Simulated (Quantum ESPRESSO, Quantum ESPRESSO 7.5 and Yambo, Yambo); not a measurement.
# TiO2 (Rutile): G0W0 with Yambo, start to end

Aim: the G0W0 gap of TiO2 (Rutile) on PBE, step by step.

Program: Quantum ESPRESSO 7.5 and Yambo 5.3.0. Level of theory: PBE and many-body steps on it, plane waves. Results are calculated unless marked as measured.

**The experiments to reproduce.**

- Gap 3.03 eV: direct gap, E perpendicular to c; optical experiment; 1.6 K; bulk crystal (literature value) (quoted in “Shallow Valence Band of Rutile GeO2 and P-type Doping”, 2020, arxiv:2011.08928).

- Gap 3.09 ± 0.06 eV: optical gap from Tauc plot assuming indirect allowed transition; UV/vis diffuse reflectance, Kubelka-Munk and Tauc analysis; film (30 nm ALD shell on quartz particles, grown at 200 C, annealed in air at 500 C; rutile-rich with some anatase) on SiO2 (quartz particles) (“Defect-Mediated Crystallization of the Particulate TiO2 Photocatalyst Grown by Atomic Layer Deposition”, 2024, pmc:11726664).

- Gap 3.28 eV: optical bandgap after anatase to rutile transformation; spectroscopic ellipsometry; film (polycrystalline sol-gel film on Si(100), annealed at high temperature below 800 °C) (“Photocatalytic Performance of Sol-Gel Prepared TiO2 Thin Films Annealed at Various Temperatures”, 2023, pmc:10419699).

- Gap 3.05 eV: band gap; bulk crystal (literature experimental value) (quoted in “Hydrogen related defects in titanium dioxide at the interface to palladium”, 2021, arxiv:2112.05953).

## 1. Starting point

The structure is tetragonal, space group P4_2/mnm (No. 136). The conventional cell has a = 4.592 Å, b = 4.592 Å, c = 2.957 Å, α = 90.00°, β = 90.00°, γ = 90.00°. Nearest to Ti lie 6 O at 1.95 to 1.98 Å. O has 3 Ti at 1.95 to 1.98 Å nearest. Farther neighbours and most contacts between anions are not listed.

The cell and positions come from the Crystallography Open Database and are kept as given unless a step says otherwise.

## 2. Ground state

This step: Quantum ESPRESSO 7.5; DFT, PBE, plane waves, norm-conserving pseudopotentials.

The ground-state density comes first.

The input, pw.in:

```
&control
  calculation = 'scf'
  prefix = 'x'
  outdir = 'o'
  pseudo_dir = 'pseudo'
/
&system
  ibrav = 0
  nat = 6
  ntyp = 2
  ecutwfc = 76.0
  nbnd = 31
  force_symmorphic = .true.
/
&electrons
  conv_thr = 1e-10
  electron_maxstep = 80
  mixing_beta = 0.5
/
ATOMIC_SPECIES
  Ti 47.867 Ti.upf
  O 15.999 O.upf
CELL_PARAMETERS angstrom
  4.5922000000 0.0000000000 0.0000000000
  0.0000000000 4.5922000000 0.0000000000
  0.0000000000 0.0000000000 2.9574000000
ATOMIC_POSITIONS crystal
  Ti 0.0000000000 0.0000000000 0.0000000000
  Ti 0.5000000000 0.5000000000 0.5000000000
  O 0.3049600000 0.3049600000 0.0000000000
  O 0.1950400000 0.8049600000 0.5000000000
  O 0.6950400000 0.6950400000 0.0000000000
  O 0.8049600000 0.1950400000 0.5000000000
K_POINTS automatic
  4 4 8 0 0 0
```

Run with:

```sh
> OMP_NUM_THREADS=1 mpirun -n 4 pw.x -nk 4 -in pw.in > pw.out
```

What it wrote:

```text
Program PWSCF v.7.5 starts

     This program is part of the open-source Quantum ESPRESSO suite
     for quantum simulation of materials; please cite
         "P. Giannozzi et al., J. Phys.:Condens. Matter 21 395502 (2009);
         "P. Giannozzi et al., J. Phys.:Condens. Matter 29 465901 (2017);
         "P. Giannozzi et al., J. Chem. Phys. 152 154105 (2020);
     in publications or presentations arising from this work. More details at
     Message from routine setup:
     using ibrav=0 with symmetry is DISCOURAGED, use correct ibrav instead

     G-vector sticks info

     bravais-lattice index     =            0
     lattice parameter (alat)  =       8.6780  a.u.
     unit-cell volume          =     420.8703 (a.u.)^3
     number of atoms/cell      =            6
     number of atomic types    =            2
     number of electrons       =        48.00
     number of Kohn-Sham states=           31
     kinetic-energy cutoff     =      76.0000  Ry
     charge density cutoff     =     304.0000  Ry
     scf convergence threshold =      1.0E-10
     mixing beta               =       0.5000
     number of iterations used =            8  plain     mixing
     Exchange-correlation= PBE
                           (   1   4   3   4   0   0   0)

     celldm(1)=   8.678000  celldm(2)=   0.000000  celldm(3)=   0.000000
     celldm(4)=   0.000000  celldm(5)=   0.000000  celldm(6)=   0.000000

     crystal axes: (cart. coord. in units of alat)
               a(1) = (   1.000000   0.000000   0.000000 )
               a(2) = (   0.000000   1.000000   0.000000 )
               a(3) = (   0.000000   0.000000   0.644005 )

     reciprocal axes: (cart. coord. in units 2 pi/alat)
               b(1) = (  1.000000  0.000000  0.000000 )
               b(2) = (  0.000000  1.000000  0.000000 )
               b(3) = (  0.000000  0.000000  1.552783 )
     Pseudo is Norm-conserving + core correction, Zval = 12.0
     Generated using ONCVPSP code by D. R. Hamann
     Using radial grid of 1586 points,  6 beta functions with:
     Pseudo is Norm-conserving + core correction, Zval =  6.0
     Generated using ONCVPSP code by D. R. Hamann
     Using radial grid of  936 points,  5 beta functions with:
     Ti               12.00    47.86700     Ti( 1.00)
     O                 6.00    15.99900     O ( 1.00)

      8 Sym. Ops., with inversion, found

   Cartesian axes

     site n.     atom                  positions (alat units)
         1        Ti     tau(   1) = (   0.0000000   0.0000000   0.0000000  )
         2        Ti     tau(   2) = (   0.5000000   0.5000000   0.3220025  )
         3        O      tau(   3) = (   0.3049600   0.3049600   0.0000000  )
         4        O      tau(   4) = (   0.1950400   0.8049600   0.3220025  )
         5        O      tau(   5) = (   0.6950400   0.6950400   0.0000000  )
         6        O      tau(   6) = (   0.8049600   0.1950400   0.3220025  )

     number of k points=    35
                       cart. coord. in units 2pi/alat
        k(    1) = (   0.0000000   0.0000000   0.0000000), wk =   0.0156250
        k(    2) = (   0.0000000   0.0000000   0.1940979), wk =   0.0312500
        k(    3) = (   0.0000000   0.0000000   0.3881957), wk =   0.0312500
        k(    4) = (   0.0000000   0.0000000   0.5822936), wk =   0.0312500
        k(    5) = (   0.0000000   0.0000000  -0.7763914), wk =   0.0156250
        k(    6) = (   0.0000000   0.2500000   0.0000000), wk =   0.0625000
        k(    7) = (   0.0000000   0.2500000   0.1940979), wk =   0.1250000
        k(    8) = (   0.0000000   0.2500000   0.3881957), wk =   0.1250000
        k(    9) = (   0.0000000   0.2500000   0.5822936), wk =   0.1250000
        k(   10) = (   0.0000000   0.2500000  -0.7763914), wk =   0.0625000
     [... 23 further rows ...]
        k(   34) = (  -0.2500000   0.2500000  -0.5822936), wk =   0.0625000
        k(   35) = (  -0.2500000   0.2500000   0.7763914), wk =   0.0312500

     Dense  grid:    37691 G-vectors     FFT dimensions: (  50,  50,  32)

     Initial potential from superposition of free atoms

     starting charge      47.9968, renormalised to      48.0000
     Starting wfcs are   36 randomized atomic wfcs

     per-process dynamical memory:    47.7 Mb

     Self-consistent Calculation

     iteration #  1     ecut=    76.00 Ry     beta= 0.50

     total energy              =    -369.28023865 Ry
     estimated scf accuracy    <       2.81883910 Ry

     iteration #  2     ecut=    76.00 Ry     beta= 0.50

     total energy              =    -368.25273269 Ry
     estimated scf accuracy    <      11.32226986 Ry

     iteration #  3     ecut=    76.00 Ry     beta= 0.50

     total energy              =    -370.44347785 Ry
     estimated scf accuracy    <       0.30908036 Ry

     iteration #  4     ecut=    76.00 Ry     beta= 0.50

     total energy              =    -370.38238074 Ry
     estimated scf accuracy    <       0.22404090 Ry

     iteration #  5     ecut=    76.00 Ry     beta= 0.50

     total energy              =    -370.41654724 Ry
     estimated scf accuracy    <       0.00201927 Ry

     iteration #  6     ecut=    76.00 Ry     beta= 0.50

     total energy              =    -370.42011301 Ry
     estimated scf accuracy    <       0.01209194 Ry

     iteration #  7     ecut=    76.00 Ry     beta= 0.50

     total energy              =    -370.41948506 Ry
     estimated scf accuracy    <       0.00296726 Ry

     iteration #  8     ecut=    76.00 Ry     beta= 0.50

     total energy              =    -370.42029830 Ry
     estimated scf accuracy    <       0.00020565 Ry

     iteration #  9     ecut=    76.00 Ry     beta= 0.50

     total energy              =    -370.42029632 Ry
     estimated scf accuracy    <       0.00058515 Ry

     iteration # 10     ecut=    76.00 Ry     beta= 0.50

     total energy              =    -370.42018696 Ry
     estimated scf accuracy    <       0.00038669 Ry

     iteration # 11     ecut=    76.00 Ry     beta= 0.50

     total energy              =    -370.42022075 Ry
     estimated scf accuracy    <       0.00002003 Ry

     iteration # 12     ecut=    76.00 Ry     beta= 0.50

     total energy              =    -370.42023053 Ry
     estimated scf accuracy    <       0.00000438 Ry

     iteration # 13     ecut=    76.00 Ry     beta= 0.50

     total energy              =    -370.42022979 Ry
     estimated scf accuracy    <       0.00000265 Ry

     iteration # 14     ecut=    76.00 Ry     beta= 0.50

     total energy              =    -370.42023011 Ry
     estimated scf accuracy    <       0.00000009 Ry

     iteration # 15     ecut=    76.00 Ry     beta= 0.50

     total energy              =    -370.42023017 Ry
     estimated scf accuracy    <          5.4E-09 Ry

     iteration # 16     ecut=    76.00 Ry     beta= 0.50

     total energy              =    -370.42023017 Ry
     estimated scf accuracy    <          1.9E-09 Ry

     iteration # 17     ecut=    76.00 Ry     beta= 0.50

     End of self-consistent calculation

          k = 0.0000 0.0000 0.0000 (  4679 PWs)   bands (ev):

   -47.7023 -47.6851 -24.0363 -24.0363 -23.8700 -23.8700 -23.8280 -23.7939
    -8.9940  -7.8255  -7.0733  -7.0733   3.3904   3.8036   4.2574   5.3278
     5.3278   6.6120   6.6120   7.1748   8.4480   8.7088   8.7088   9.1604
    11.0770  11.3797  11.6136  11.7075  11.7075  13.6131  13.7822

          k = 0.0000 0.0000 0.1941 (  4675 PWs)   bands (ev):

   -47.6957 -47.6798 -24.0189 -24.0189 -23.8949 -23.8671 -23.8671 -23.8643
    -8.8310  -7.7327  -7.1511  -7.1511   3.6156   3.9739   4.4366   5.1672
     5.1672   6.7197   6.9173   6.9173   7.8315   8.4021   8.4021   9.0817
    11.4417  11.5143  11.5216  11.9046  11.9046  13.6550  13.8414

          k = 0.0000 0.0000 0.3882 (  4700 PWs)   bands (ev):

   -47.6795 -47.6672 -24.0528 -24.0310 -23.9749 -23.9749 -23.8618 -23.8618
    -8.4095  -7.5311  -7.3379  -7.3379   4.1898   4.3857   4.9603   5.0582
     5.0582   5.8345   6.7082   7.3832   7.3832   7.6794   7.6794   8.6971
    11.4326  11.7596  12.0349  12.3366  12.3366  13.2924  14.2960

          k = 0.0000 0.0000 0.5823 (  4696 PWs)   bands (ev):

     [... further k-points ...]

     highest occupied, lowest unoccupied level (ev):     9.1604   11.0770

!    total energy              =    -370.42023017 Ry
     estimated scf accuracy    <          3.5E-11 Ry

     The total energy is the sum of the following terms:
     one-electron contribution =    -123.11808317 Ry
     hartree contribution      =      85.41853301 Ry
     xc contribution           =     -68.33908681 Ry
     ewald contribution        =    -264.38159320 Ry

     convergence has been achieved in  17 iterations

     XML data file, charge density, pseudopotentials, collected wavefunctions

=------------------------------------------------------------------------------=
   JOB DONE.
=------------------------------------------------------------------------------=
```

Wall time 36 s (4 MPI ranks of Arm Neoverse V1, shared host); peak memory 0.37 GiB; 2.4 min of CPU time.

This step gave:

```
total energy               : -5039.8240 eV
gap                        : 1.917 eV
k of the valence top       : 0, 0, 0
k of the conduction bottom : 0, 0, 0
least direct gap           : 1.917 eV
```

The gap is direct, at Γ.

[end of part 1 of 3]

[Paths, hosts, dates, memory and timing lines, banners, echoed tables and standing remarks are left out of the program output.]

[Logs are printed without paths, hosts, clocks, repeated set-up lines and the standing remarks that a program may print on its own settings, such as how far it seeks lower states.]

[Runs of the session that timed out or met a known fault of the program may be left out.]

[Hosts, paths, dates, database ids (printed as entryN), source tags and the programs' standing remarks are cut or masked in the printed files.]
